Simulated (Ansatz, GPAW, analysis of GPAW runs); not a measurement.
# Hyperfine coupling of Mn2+ on a Ca site in CaO (PBE) (GPAW)

How near does this set-up come to the measured hyperfine coupling? Subject: Mn2+ on a Ca site in CaO. Set-up: PBE, plane waves 500 eV, 32-site cell, PBE lattice, k: 2x2x2 shifted, SCF cut short, start relaxed with Ansatz. The model is a cell of 32 host atoms with 1 Ca taken out and 1 Mn put in. The isotropic coupling follows from the spin density at the nucleus, the nuclear g-factor and the total spin.

**The experiment.** 55Mn, isotropic, printed as −80.8 10^-4 cm^-1: -242.2 MHz at 300 K, by EPR (room temperature) (quoted in “Parallel-mode EPR spectra of the hexaaqua manganese(II) Ion in tetrahedral symmetry”, 2024, Margrete Juel Henrichsen, Jesper Bendix, Høgni Weihe, quoting earlier work (1979)).

Program: GPAW 26.7.0. Level of theory: GPAW plane-wave PAW DFT, PBE; relaxation of all atoms of a defect supercell. Results are calculated unless marked as measured.

### 1. Starting point

The cell holds 32 atoms: 15 Ca, 1 Mn and 16 O. Its edges and angles: a = 8.342 Å, b = 8.342 Å, c = 8.342 Å, α = 109.5°, β = 109.5°, γ = 109.5°. It derives from CaO (space group Fm-3m). Nearest the centre at fractional (0.250, 0.500, 0.250): Mn7 at 0.00 Å, O18 at 2.36 Å, O28 at 2.36 Å, O22 at 2.36 Å, O24 at 2.36 Å, O27 at 2.36 Å, O19 at 2.36 Å, Ca1 at 3.38 Å.

The host's primitive cell comes from a first run (GPAW plane-wave PAW DFT, PBE; relaxation of cell and atoms of a defect-free cell): vectors of 3.406, 3.406 and 3.406 Å. That is 13.97 Å³ an atom. The supercell is built on it.

This program's steps are dear, so the start below was first relaxed with Ansatz (plane-wave PAW DFT, PBE; 28 s).

### 2. Relaxation, charge 0

Every later number rests on the structure around the defect, so the atoms are relaxed at the host's lattice first.

File run.py:

```python
import numpy as np
from ase.io import read, write
from ase.parallel import parprint, world
from gpaw import GPAW, PW
from ase.optimize import BFGS

atoms = read('POSCAR')
magmoms = np.zeros(len(atoms))
magmoms[[6]] = 5 / 1
atoms.set_initial_magnetic_moments(magmoms)
calc = GPAW(mode=PW(500),
            xc='PBE',
            kpts={'size': (2, 2, 2), 'gamma': False},
            occupations={'name': 'fermi-dirac', 'width': 0.01, 'fixmagmom': True},
            nbands=141,
            convergence={'density': 1e-05, 'forces': 0.001},
            maxiter=4,
            symmetry={'point_group': False},
            txt='gpaw.txt')
atoms.calc = calc
opt = BFGS(atoms, trajectory='relax.traj', logfile='-')
done = opt.run(fmax=0.02, steps=80)
parprint('Converged:', done)
energy = atoms.get_potential_energy()
forces = atoms.get_forces()
parprint(f'Energy: {energy:.6f} eV, largest force {np.linalg.norm(forces, axis=1).max():.4f} eV/A')
calc.write('gs.gpw')
write('final.xyz', atoms)
parprint('Moments:', atoms.get_magnetic_moments().round(3))
for s in range(calc.get_number_of_spins()):
    parprint('Levels (eV), spin', s, calc.get_eigenvalues(kpt=0, spin=s)[-16:].round(3))
```

File POSCAR:

```
Ca Mn Ca O 
 1.0000000000000000
    -4.8162719397359943    4.8162719397359997    4.8162719397359908
     4.8162719397359890   -4.8162719397360014    4.8162719397359908
     4.8162719397359979    4.8162719397360014   -4.8162719397359908
 Ca  Mn  Ca  O  
   6   1   9  16
Direct
  0.0017395721093334  0.0034791442186668  0.0017395721093334
  0.0017395721093334  0.2517395721093335  0.7534791442186669
  0.0017395721093334  0.5000000000000002  0.4982604278906667
  0.0017395721093333  0.7482604278906666  0.2500000000000002
  0.2500000000000001  0.0000000000000000  0.7500000000000000
  0.2500000000000000  0.2517395721093335  0.4982604278906666
  0.2500000000000000  0.5000000000000000  0.2500000000000000
  0.2500000000000001  0.7482604278906666  0.0017395721093334
  0.4982604278906666 -0.0034791442186668  0.4982604278906665
  0.4982604278906666  0.2517395721093334  0.2500000000000000
  0.4982604278906665  0.5000000000000000  0.0017395721093334
  0.4982604278906667  0.7482604278906666  0.7465208557813332
  0.7499999999999999  0.0000000000000000  0.2499999999999999
  0.7534791442186667  0.2517395721093334  0.0017395721093334
  0.7500000000000000  0.5000000000000001  0.7500000000000000
  0.7465208557813332  0.7482604278906667  0.4982604278906666
  0.0000000000000000  0.0000000000000000  0.5000000000000000
  0.0050619123196188  0.2550619123196188  0.2500000000000000
  0.0050619123196188  0.5000000000000000  0.0050619123196188
  0.0000000000000001  0.7500000000000001  0.7500000000000000
  0.2500000000000000  0.0000000000000000  0.2500000000000000
  0.2500000000000000  0.2550619123196188  0.0050619123196188
  0.2500000000000001  0.5000000000000001  0.7500000000000000
  0.2499999999999999  0.7449380876803813  0.4949380876803813
  0.5000000000000000  0.0000000000000000  0.0000000000000000
  0.5000000000000001  0.2500000000000001  0.7500000000000000
  0.4949380876803813  0.5000000000000001  0.4949380876803812
  0.4949380876803813  0.7449380876803813  0.2499999999999999
  0.7500000000000000  0.0000000000000001  0.7500000000000000
  0.7500000000000000  0.2500000000000000  0.4999999999999999
  0.7500000000000000  0.5000000000000000  0.2500000000000000
  0.7500000000000000  0.7500000000000000 -0.0000000000000000
```

Launch:

```
$ OMP_NUM_THREADS=1 mpirun -n 4 gpaw python run.py > stdout
```

What it wrote:

```text
__  _  _
 | _ |_)|_||  |
 |__||  | ||/\| - 26.7.0

Input parameters:
  mode=PW(ecut=500.0),
  convergence={'density': 1e-05, 'forces': 0.001},
  kpts=MonkhorstPack(size=(2, 2, 2), gamma=False),
  maxiter=4,
  nbands=141,
  occupations=Occupations(name='fermi-dirac', width=0.01, fixmagmom=True),
  symmetry=Symmetry(point_group=False),
  xc=XC(name='PBE')

Diagonalizing LCAO Hamiltonian
Converting LCAO to pw mode

              O
          Ca
                O    Ca
           Ca Ca O  O  Ca
                   Ca
          O     CaO  O     Ca
              O  Ca Mn O  O
                   O Ca Ca
                O          O
              Ca    O  Ca Ca    O

                     O     Ca

Atoms  # Å, Bohr magnetons
|    | symbol |         x |         y |         z |    initial magnetic moments |
|----|--------|-----------|-----------|-----------|-----------------------------|
|  0 |     Ca |  0.016757 | -0.000000 |  0.016757 | ( 0.0000,  0.0000,  0.0000) |
|  1 |     Ca |  4.833028 |  2.424892 | -2.408136 | ( 0.0000,  0.0000,  0.0000) |
|  2 |     Ca |  4.799515 | -0.000000 |  0.016757 | ( 0.0000,  0.0000,  0.0000) |
[...]
|  6 |     Mn |  2.408136 | -0.000000 |  2.408136 | ( 0.0000,  0.0000,  5.0000) |
[...]
| 14 |     Ca |  2.408136 |  4.816272 |  2.408136 | ( 0.0000,  0.0000,  0.0000) |
| 15 |     Ca |  2.408136 |  2.391379 |  4.799515 | ( 0.0000,  0.0000,  0.0000) |
| 16 |      O |  2.408136 |  2.408136 | -2.408136 | ( 0.0000,  0.0000,  0.0000) |
| 17 |      O |  2.408136 |  0.000000 |  0.048759 | ( 0.0000,  0.0000,  0.0000) |
| 18 |      O |  2.408136 | -2.359377 |  2.408136 | ( 0.0000,  0.0000,  0.0000) |
[...]
| 30 |      O | -0.000000 |  2.408136 |  4.816272 | ( 0.0000,  0.0000,  0.0000) |
| 31 |      O | -0.000000 | -0.000000 |  7.224408 | ( 0.0000,  0.0000,  0.0000) |

Unit cell  # Å
| periodic |         x |         y |         z |  lengths |     angles |
|----------|-----------|-----------|-----------|----------|------------|
|      yes | -4.816272 |  4.816272 |  4.816272 | 8.342028 | 109.471221 |
|      yes |  4.816272 | -4.816272 |  4.816272 | 8.342028 | 109.471221 |
|      yes |  4.816272 |  4.816272 | -4.816272 | 8.342028 | 109.471221 |

Number of symmetries: 1
Symmetry operations  # r_c * U_cc + t_c -> r_c
|   | kind |            matrix            |
|---|------|------------------------------|
| 0 |  E   |  1, 0, 0,  0, 1, 0,  0, 0, 1 |

BZ-sampling:
  Number of BZ points: 8
  Number of IBZ points: 4

  Monkhorst-Pack size: [2, 2, 2]
  Monkhorst-Pack shift: [0, 0, 0]

K-points  # in reciprocal-cell coordinates
|   |                                coordinates |     weight |
|---|--------------------------------------------|------------|
| 0 | (  0.25000000,  -0.25000000,  -0.25000000) | 0.25000000 |
| 1 | (  0.25000000,  -0.25000000,   0.25000000) | 0.25000000 |
[...]
Datatype:        complex128

Density:
  Valence electrons: 261.0
  Components: 2
  Grid points: [45 45 45]
  Charge: 0.0  # |e|

Potential:
  Grid points: [45 45 45]

species:
  Ca:
    name:    Calcium
    Z:       20.0
    valence: 10
    core:    10
    charge:  0.0  # [|e|]
    compensation charges:
      type: gauss
      rc: 0.37  # [Å]
      lmax: 2
    cutoffs:
      filter: 2.10  # [Å]
      core: 1.17  # [Å]
    projectors
    | kind |    occ | energy [eV] | rcut [Å] |
    |------|--------|-------------|----------|
    |   3s |  2.000 |     -47.086 |    1.175 |
    |   4s |  2.000 |      -3.766 |    1.175 |
    |   3p |  6.000 |     -28.008 |    1.154 |
    |    p |        |      -0.797 |    1.154 |
    |    d |        |       0.000 |    0.937 |

    Using partial waves for Ca as LCAO basis

  Mn:
    name:    Manganese
    Z:       25.0
    valence: 15
    core:    10
    charge:  0.0  # [|e|]
    compensation charges:
      type: gauss
      rc: 0.38  # [Å]
      lmax: 2
    cutoffs:
      filter: 2.14  # [Å]
      core: 0.86  # [Å]
    projectors
    | kind |    occ | energy [eV] | rcut [Å] |
    |------|--------|-------------|----------|
    |   3s |  2.000 |     -85.859 |    1.275 |
    |   4s |  2.000 |      -5.106 |    1.275 |
    |   3p |  6.000 |     -54.597 |    1.281 |
    |   4p |  0.000 |      -1.371 |    1.281 |
    |   3d |  5.000 |      -6.771 |    1.138 |
    |    d |        |      20.441 |    1.138 |

    Using partial waves for Mn as LCAO basis

  O:
    name:    Oxygen
    Z:       8.0
    valence: 6
    core:    2
    charge:  0.0  # [|e|]
    compensation charges:
      type: gauss
      rc: 0.21  # [Å]
      lmax: 2
    cutoffs:
      filter: 1.17  # [Å]
      core: 0.83  # [Å]
    projectors
    | kind |    occ | energy [eV] | rcut [Å] |
    |------|--------|-------------|----------|
    |   2s |  2.000 |     -23.961 |    0.688 |
    |   2p |  4.000 |      -9.029 |    0.598 |
    |    s |        |       3.251 |    0.688 |
    |    p |        |      18.182 |    0.598 |
    |    d |        |       0.000 |    0.619 |

    Using partial waves for O as LCAO basis

Reference energy: -341830.763373  # eV

eigensolver:
  PPCG
  Converge bands: occupied
  niter=2

density mixing:
  MSR1-Mixer
  Pratt-step length: 0.05
  Maximum mixing coefficient: 0.75
  Old densities: 10
  SVD Regularization: 0.005
  Good broyden scale: 1.0
  Trust region scale: 1.0
  Backstep threshold: 4.0
  History deletion threshold: 6.0
  Fourier metric: weight=20.0, sigma=0.015

occupation numbers:
  Fixed magnetic moment: 5.000
  Fermi-Dirac:
    width: 0.0100  # eV

poisson solver:
  ecut: 4000.0  # eV

xc functional:
  name: PBE with 2 nearest neighbor stencil

Initialization done in: 9.623 s

convergence criteria:
- Maximum integral of absolute [dens]ity change: 1e-05 electrons / valence electron
- Maximum change in the atomic [forces] across last 2 cycles: 0.001 eV/Ang OR
Maximum error relative to the maximum force is below inf
- Maximum [total energy] change in last 3 cyles: 0.0005 eV / valence electron
- Maximum integral of absolute [eigenst]ate change: 4e-08 eV^2 / valence electron
maximum number of iterations: 4

SCF iterations
|iter     | |      energy | eigst |  dens |force |  magmom |
|---------|-|-------------|-------|-------|------|---------|
|iter:   1| | -223.218940 | +0.49 |       |      |  +5.0188|
|iter:   2| | -218.427356 | -0.64 | -0.95 |      |  +5.0178|
|iter:   3| | -206.092175 | +0.01 | -1.02 |      |  +5.0097|
|iter:   4| | -206.741384 | -1.04 | -1.41 |      |  +5.0060|
```

Run time: 66 s. Hardware: 4 MPI ranks of Arm Neoverse V1, shared host; peak memory 2.3 GiB.

The run stopped without converging, so none of its numbers is a property of the system.

### 3. Outcome

The hyperfine coupling was not obtained, because the step “relaxation, charge 0” did not converge; the cause lies in the set-up: too few SCF iterations.

[Logs are printed without paths, hosts, clocks, repeated set-up lines and the standing remarks that a program may print on its own settings, such as how far it seeks lower states.]

[Hosts, paths, dates, database ids (printed as entryN), source tags and the programs' standing remarks are cut or masked in the printed files.]

[For some hosts the program warned that the k-mesh of the response run may be too coarse for force constants and the static dielectric constant; such warnings are not shown here.]
